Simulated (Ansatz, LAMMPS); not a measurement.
# Localised basis functions on glassy 21Sc2O3-79SiO2 (mol %) (116 atoms), part 3 of 3

Aim: test how closely localised support functions follow the reference on glassy 21Sc2O3-79SiO2 (mol %) (116 atoms), and at what cost. A setting counts as converged where the r.m.s. difference of forces stays under 1 % of the r.m.s. force.

Ansatz 0.2.0; Kohn-Sham DFT, PBE, PAW (set soft_2), plane waves.

The cell: 14 Sc, 27 Si and 75 O. The quench rate of 100 K/ps is many orders above laboratory rates. The starting topology of bonds comes from the classical model. Only the Γ point is sampled, in a cell whose shortest periodic width is 12 Å.

So far. Step 9 (Support functions medium, spacing 0.211 Å): Forces differ from the reference by 0.61 meV/Å r.m.s., 0.045 % of their size, well within a tolerance of 1 %; the energy by -4.8 meV/atom. It took roughly 4.5 times the reference's time (one timing each, with unlike analyses asked), in 18 cycles against 10.

### Step 12. What the reference run shows

The comparisons rest on this run, so its electronic structure is set out here.

Neighbours are counted within 2.12 Å (O-Si), 2.77 Å (O-Sc).

Length of the force by element and coordination:

| element | coordination | atoms | mean length of the force (eV/Å) | spread | least | most |
| --- | --- | --- | --- | --- | --- | --- |
| O | all | 75 | 1.96 | 1.12 | 0.236 | 4.50 |
| O | 2 | 47 | 2.17 | 1.14 | 0.384 | 4.43 |
| O | 3 | 27 | 1.65 | 0.999 | 0.236 | 4.50 |
| O | 4 | 1 | 0.825 | 0 | 0.825 | 0.825 |
| Sc | all | 14 | 1.71 | 0.761 | 0.467 | 2.87 |
| Sc | 4 | 2 | 2.28 | 0.591 | 1.69 | 2.87 |
| Sc | 5 | 9 | 1.51 | 0.740 | 0.467 | 2.59 |
| Sc | 6 | 3 | 1.95 | 0.657 | 1.32 | 2.86 |
| Si | all | 27 | 2.48 | 1.08 | 0.672 | 5.54 |

Löwdin charges by element and coordination (they lack the spilled electrons, 0.060 e an atom on average):

| element | coordination | atoms | mean charge (e) | spread | least | most |
| --- | --- | --- | --- | --- | --- | --- |
| O | all | 75 | -0.784 | 0.0219 | -0.821 | -0.723 |
| O | 2 | 47 | -0.794 | 0.0151 | -0.821 | -0.753 |
| O | 3 | 27 | -0.767 | 0.0202 | -0.804 | -0.723 |
| O | 4 | 1 | -0.744 | 0 | -0.744 | -0.744 |
| Sc | all | 14 | 1.34 | 0.0398 | 1.24 | 1.39 |
| Sc | 4 | 2 | 1.34 | 0.0086 | 1.33 | 1.35 |
| Sc | 5 | 9 | 1.34 | 0.047 | 1.24 | 1.39 |
| Sc | 6 | 3 | 1.33 | 0.0246 | 1.30 | 1.36 |
| Si | all | 27 | 1.74 | 0.0352 | 1.62 | 1.81 |

States in the cell by windows of 1 eV, zero at the Fermi level; the larger projections on atomic orbitals stand beside the total:

| from (eV) | to (eV) | total | O p | Sc d | Si p | O s |
| --- | --- | --- | --- | --- | --- | --- |
| -18 | -17 | 40.2 | 0.5 | 0.8 | 5.1 | 31.7 |
| -17 | -16 | 27.3 | 0.3 | 0.7 | 2.9 | 22.1 |
| -16 | -15 | 0.5 | 0.0 | 0.0 | 0.0 | 0.4 |
| -15 | -11 | 0.0 | 0.0 | 0.0 | 0.0 | 0.0 |
| -11 | -10 | 3.1 | 2.1 | 0.0 | 0.2 | 0.1 |
| -10 | -9 | 9.0 | 6.1 | 0.1 | 0.5 | 0.5 |
| -9 | -8 | 15.3 | 10.5 | 0.1 | 1.3 | 0.8 |
| -8 | -7 | 18.1 | 13.1 | 0.1 | 2.3 | 0.7 |
| -7 | -6 | 25.3 | 18.9 | 0.4 | 3.8 | 0.7 |
| -6 | -5 | 39.8 | 30.6 | 1.7 | 4.6 | 1.2 |
| -5 | -4 | 60.5 | 49.1 | 2.7 | 4.5 | 1.9 |
| -4 | -3 | 76.9 | 66.2 | 4.2 | 3.0 | 1.3 |
| -3 | -2 | 83.8 | 75.4 | 3.9 | 1.9 | 0.8 |
| -2 | -1 | 79.0 | 73.0 | 2.7 | 1.5 | 0.5 |
| -1 | 0 | 37.9 | 35.8 | 1.1 | 0.4 | 0.2 |
| 0 | 1 | 1.3 | 1.2 | 0.0 | 0.0 | 0.0 |
| 1 | 2 | 0.0 | 0.0 | 0.0 | 0.0 | 0.0 |
| 2 | 3 | 1.4 | 0.1 | 1.2 | 0.0 | 0.0 |
| 3 | 4 | 42.5 | 3.2 | 35.8 | 0.7 | 0.6 |
| 4 | 5 | 61.7 | 5.6 | 49.5 | 1.4 | 1.7 |

With fixed occupations the program's Fermi level is the highest filled level; weight inside the gap is the broadening of levels at its edges.

Between -26 and -18 eV lie 82 more states.

The levels nearest the highest filled one (over half full), pooled over k-points and spins:

| level less the highest filled one (eV) | occupation |
| --- | --- |
| -0.520 | 2 |
| -0.450 | 2 |
| -0.373 | 2 |
| -0.301 | 2 |
| -0.202 | 2 |
| 0 | 2 |
| 2.98 | 0 |
| 3.10 | 0 |
| 3.14 | 0 |
| 3.26 | 0 |
| 3.29 | 0 |
| 3.36 | 0 |

Valence density in the ab plane at fractional z = 0.321, with atoms of Sc and Si and O within 0.2 Å of it. It is the smooth field of the valence electrons, not physical close to the nuclei.

Ten steps, logarithmic in the rise over the least value, from '0' (0.0 e/Å³) to '9' (7.1 e/Å³), each cell a mean:
```
646899842233324565421000000013678
324798732334322333100000000011344
112454322233333322100011111122322
112332111112333322100123322356753
223333210001111221101133323579985
323332100000011111000133323578975
333211000001222100000123444345544
565420000024565310000135665321223
798631000136898521001235765310124
799731112236897521112235554200024
566532344434564311223322332100012
223223466533332111244422344320001
122112455533443111234334677642001
222111233334565311122224689852112
322100011124676421000012577644433
321000000013565310000001234358886
310000000001222111111100011369997
200000000000000011222110011258886
000000000000000001223332122334432
000011110000000001136775223322110
000112321000000122258997322221111
211123331000012455446875322112333
642244321000124788643332221123578
854688631111235788631111111124799
```
Columns run along a (11.7 Å), rows up along b (11.7 Å). Atoms in or near the plane, at fractional coordinates: Sc at (0.14, 0.97), Sc at (0.92, 0.30), Si at (0.42, 0.93), Si at (0.70, 0.53), Si at (0.77, 0.78), O at (0.05, 0.61), O at (0.40, 0.62), O at (0.97, 0.01), O at (0.90, 0.79).

Electrostatic potential energy in the ab plane at fractional z = 0.321, with atoms of Sc and Si and O within 0.2 Å of it. With pseudopotentials it is smooth inside the atoms' cores, unlike the true potential.

Values in eV, 13 rows by 16 columns, each cell a mean:
```
  0 -26 -45 -13   5  -3 -38 -28   2  10   9   9   8   8   6  -9
  7   0  -5   3   8   2 -24 -17   6  10   9   4  -1   4   4   7
  2   7   9  10  10   9   7   8   9  10   7 -19 -44 -22 -39 -13
-16   3  10  10  10   9   9   9   9   9   8  -7 -25  -5  -6  -8
-23 -12  10  10   9   0 -28   1   9   9   7  -3  -5   9   9   4
-13  -9   8   8  -1 -13 -16   5  10   7 -16 -32  -4  10  11   9
  8   5   6   1 -16 -38  -6   9  11   7 -19 -36 -15   5  11  10
  8   9  10   9   4  -1 -11   7  11  10   7   3 -26 -11   4   4
  3  10  11  11  11   9   1   8   9  10  10  10   8  -4 -35 -26
  3   9  11  11  11  11  10   8   8   7   6   7   8  -2 -30 -23
  8  10  11  11  11  11  11  10   7  -5 -26  -9   7   8   5   5
  9   9   8   9  11  11  11   8   3  -9 -36 -13   7   8   7   7
 -7  -8 -19  -1   8   7   4 -15 -27   5   2   5   8   8  -1 -34
```
Columns run along a (11.7 Å; values clipped at the 3rd and 97th percentile), rows up along b (11.7 Å). Atoms in or near the plane, at fractional coordinates: Sc at (0.14, 0.97), Sc at (0.92, 0.30), Si at (0.42, 0.93), Si at (0.70, 0.53), Si at (0.77, 0.78), O at (0.05, 0.61), O at (0.40, 0.62), O at (0.97, 0.01), O at (0.90, 0.79).

Mean Löwdin charges: O -0.78, Sc +1.34, Si +1.74 e (they miss 0.97 % of the electrons, so they add up to more than the cell's charge). The largest share in the top eV of filled states is O p (95 % of the projected weight), and in the lowest eV of empty states Sc d (86 % of the projected weight).

### Step 13. Structure statistics

Bonds and neighbours are counted at the geometry of the runs.

Density 2.71 g/cm³, 13.68 Å³ an atom.

Pair distribution functions g(r), in bins of 0.2 Å:

| r (Å) | total | O-O | O-Si | O-Sc | Si-Si | Si-Sc | Sc-Sc |
| --- | --- | --- | --- | --- | --- | --- | --- |
| 1.50 | 1.54 | 0.00 | 5.10 | 0.00 | 0.00 | 0.00 | 0.00 |
| 1.70 | 2.34 | 0.00 | 7.76 | 0.00 | 0.00 | 0.00 | 0.00 |
| 1.90 | 0.12 | 0.00 | 0.00 | 0.77 | 0.00 | 0.00 | 0.00 |
| 2.10 | 1.07 | 0.00 | 0.00 | 6.88 | 0.00 | 0.00 | 0.00 |
| 2.30 | 0.27 | 0.08 | 0.00 | 1.53 | 0.00 | 0.00 | 0.00 |
| 2.50 | 1.00 | 2.33 | 0.00 | 0.20 | 0.00 | 0.00 | 0.00 |
| 2.70 | 1.33 | 3.09 | 0.04 | 0.08 | 0.00 | 0.22 | 0.00 |
| 2.90 | 0.63 | 1.00 | 0.18 | 0.14 | 1.20 | 1.16 | 0.00 |
| 3.10 | 0.93 | 1.03 | 0.38 | 0.19 | 4.49 | 1.21 | 2.66 |
| 3.30 | 0.76 | 0.88 | 0.57 | 0.32 | 0.83 | 1.84 | 1.80 |
| 3.50 | 1.03 | 0.89 | 1.17 | 0.49 | 0.14 | 3.43 | 2.15 |
| 3.70 | 0.92 | 0.62 | 1.29 | 0.92 | 0.37 | 1.38 | 1.88 |
| 3.90 | 1.09 | 0.66 | 1.73 | 1.57 | 0.35 | 0.33 | 1.29 |
| 4.10 | 1.32 | 1.02 | 1.88 | 1.54 | 0.82 | 0.58 | 0.77 |
| 4.30 | 1.25 | 0.74 | 1.78 | 1.79 | 1.86 | 0.45 | 0.35 |
| 4.50 | 1.00 | 0.90 | 0.93 | 1.23 | 1.37 | 1.24 | 0.96 |
| 4.70 | 0.91 | 0.94 | 0.62 | 1.33 | 1.19 | 0.91 | 0.57 |
| 4.90 | 1.08 | 1.33 | 0.89 | 0.85 | 1.08 | 1.04 | 0.27 |
| 5.10 | 0.98 | 1.27 | 0.72 | 0.70 | 1.13 | 0.90 | 0.50 |
| 5.30 | 0.93 | 1.21 | 0.76 | 0.59 | 0.99 | 0.71 | 0.23 |
| 5.50 | 0.95 | 1.12 | 0.71 | 0.70 | 1.34 | 1.28 | 0.85 |
| 5.70 | 0.97 | 0.99 | 0.98 | 0.81 | 0.90 | 1.39 | 0.99 |

Bonds by pair of elements; cutoffs follow the first minimum of g(r), held within bounds set by covalent radii, and pairs that aren't listed don't count as bonded:

| pair A-B | cutoff (Å) | bonds | mean length (Å) | spread (Å) | shortest (Å) | B about A | A about B |
| --- | --- | --- | --- | --- | --- | --- | --- |
| O-Si | 2.12 | 108 | 1.62 | 0.055 | 1.52 | 1.44 | 4 |
| O-Sc | 2.77 | 71 | 2.13 | 0.125 | 1.95 | 0.947 | 5.07 |

How many atoms have how many bonded neighbours:

| element | mean | 2 | 3 | 4 | 5 | 6 |
| --- | --- | --- | --- | --- | --- | --- |
| O | 2.39 | 47 | 27 | 1 | 0 | 0 |
| Sc | 5.07 | 0 | 0 | 2 | 9 | 3 |
| Si | 4 | 0 | 0 | 27 | 0 | 0 |

Oxygen atoms by the number of network formers (Si, P, Ge, B, Al, As, Ga) bound to them:

| network formers bound to O | O atoms | per cent |
| --- | --- | --- |
| 0 | 3 | 4 |
| 1 | 36 | 48 |
| 2 | 36 | 48 |

Network units: each former by its oxygen neighbours and how many of them bridge to another former:

| former | O neighbours | bridging O | atoms |
| --- | --- | --- | --- |
| Si | 4 | 0 | 1 |
| Si | 4 | 2 | 10 |
| Si | 4 | 3 | 12 |
| Si | 4 | 4 | 4 |

Rings of the network by King's shortest-path rule, up to 12 atoms, one path for each pair of neighbours; H, halogens, alkali and alkaline-earth atoms are left out:

| ring size (atoms) | rings | per network atom |
| --- | --- | --- |
| 4 | 16 | 0.138 |
| 6 | 21 | 0.181 |
| 8 | 37 | 0.319 |
| 10 | 56 | 0.483 |
| 12 | 27 | 0.233 |

First main peaks of g(r), for some of the pairs, lie near 2.6 Å (O-O), 1.6 Å (O-Si), 2.1 Å (O-Sc), 3.1 Å (Si-Si), 3.5 Å (Si-Sc) and 3.1 Å (Sc-Sc). By these cutoffs 63 % of O atoms have 2, 64 % of Sc atoms have 5 and all Si atoms have 4 bonded neighbours. 48 % of the oxygens bridge two formers and 48 % are non-bridging; 4 % join none. The commonest Si unit has 4 oxygens, 3 of them shared with other formers (12 of 27 atoms). Rings of 10 atoms are the most common (36 % of those counted); sizes run from 4 to 12, where the search stops.

Local excerpt of 16 atoms (numbers count through the whole input) about Si17, which bears the longest force; x, y, z are measured from there.

| atom | x | y | z | distance (Å) | bonds | Löwdin charge (e) | Fx | Fy | Fz (eV/Å) |
| --- | --- | --- | --- | --- | --- | --- | --- | --- | --- |
| Si17 | 0.00 | 0.00 | 0.00 | 0.00 | 4 | 1.76 | -4.54 | 1.97 | -2.50 |
| O77 | 1.39 | -0.50 | 0.46 | 1.55 | 3 | -0.75 | 3.55 | -2.24 | 1.63 |
| O49 | 0.31 | 1.11 | -1.15 | 1.63 | 2 | -0.81 | 0.53 | 0.93 | -0.48 |
| O62 | -1.18 | -1.00 | -0.53 | 1.63 | 2 | -0.79 | 0.64 | -0.11 | 0.44 |
| O101 | -0.75 | 1.03 | 1.04 | 1.65 | 2 | -0.79 | 0.13 | -0.82 | 1.49 |
| Si33 | -1.60 | 2.37 | 1.12 | 3.07 | 4 | 1.73 | -0.64 | 0.77 | -1.22 |
| O98 | 1.25 | -2.16 | -1.90 | 3.13 | 2 | -0.79 | 2.08 | 0.88 | 1.75 |
| Sc4 | 2.79 | -1.08 | -1.02 | 3.16 | 5 | 1.39 | -0.50 | -0.20 | -0.82 |
| Si24 | -2.85 | -1.26 | -0.66 | 3.19 | 4 | 1.73 | 2.24 | 0.82 | 0.36 |
| Si35 | 0.69 | 1.87 | -2.55 | 3.24 | 4 | 1.79 | -0.20 | -2.74 | 1.94 |
| Sc14 | 2.18 | -1.91 | 1.91 | 3.47 | 5 | 1.30 | -1.24 | -0.35 | -0.70 |
| O69 | -3.47 | 0.22 | -0.73 | 3.56 | 2 | -0.78 | -1.09 | 0.86 | 0.16 |
| O100 | 0.84 | 0.59 | -3.47 | 3.62 | 2 | -0.81 | 0.78 | -0.97 | -0.29 |
| O80 | 0.46 | -3.10 | 1.82 | 3.63 | 2 | -0.81 | 1.07 | 1.19 | 0.51 |
| O42 | -2.26 | 2.91 | -0.33 | 3.70 | 3 | -0.76 | -0.38 | -0.23 | -0.32 |
| O46 | 1.50 | 2.31 | 2.49 | 3.71 | 3 | -0.80 | -0.84 | -0.16 | 0.88 |

### Step 14. Outcome

- free energy per atom: -773.8551 eV/atom
- pressure: 3.93 GPa
- r.m.s. force component: 1.347 eV/Å
- gap (highest filled to lowest empty level): 2.979 eV
- wall time of the 7 DFT runs: 8.6 min

What this shows: Against plane waves at 420 eV, the forces differ by 0.60 meV/Å (0.044 %) with support functions medium. At 116 atoms the fastest of the runs at a preset level, support functions low, takes roughly 5.7 times the time of plane waves (whose run also made extra analyses), in 16 SCF cycles against 10. Differences between support functions and plane waves include what basis error the plane-wave run still has. The force difference hardly changes among these support-function runs, which points to the basis of the plane-wave reference as its main source. As the typed spacing goes from 0.211 to 0.33 Å, the force difference goes from 0.61 to 77 meV/Å, and the time from 85 s to 50 s.

Between filled and empty levels lie 2.98 eV (at Γ alone); a semilocal functional tends to put such gaps too low. In a disordered cell it changes from sample to sample, and tail or defect levels can set it. With the cutoffs above, 63 % of O atoms have 2, 64 % of Sc atoms have 5 and all Si atoms have 4 bonded neighbours. 48 % of the oxygens bridge two formers and 48 % are non-bridging; 4 % join none.

**Limits.** The force components of 1.3 eV/Å r.m.s. come partly from thermal motion and partly from the difference between the classical potential and DFT. The pressure of 3.9 GPa is that of one thermal frame, in which the classical model's bond lengths enter as well as the volume, without the kinetic term. The pressure of a single frame lacks the kinetic term.

[Long decimals in the printed logs are rounded to 6 places.]

[Logs are printed without paths, hosts, clocks, repeated set-up lines and the standing remarks that a program may print on its own settings, such as how far it seeks lower states.]

[Hosts, paths, dates, database ids (printed as entryN), source tags and the programs' standing remarks are cut or masked in the printed files.]
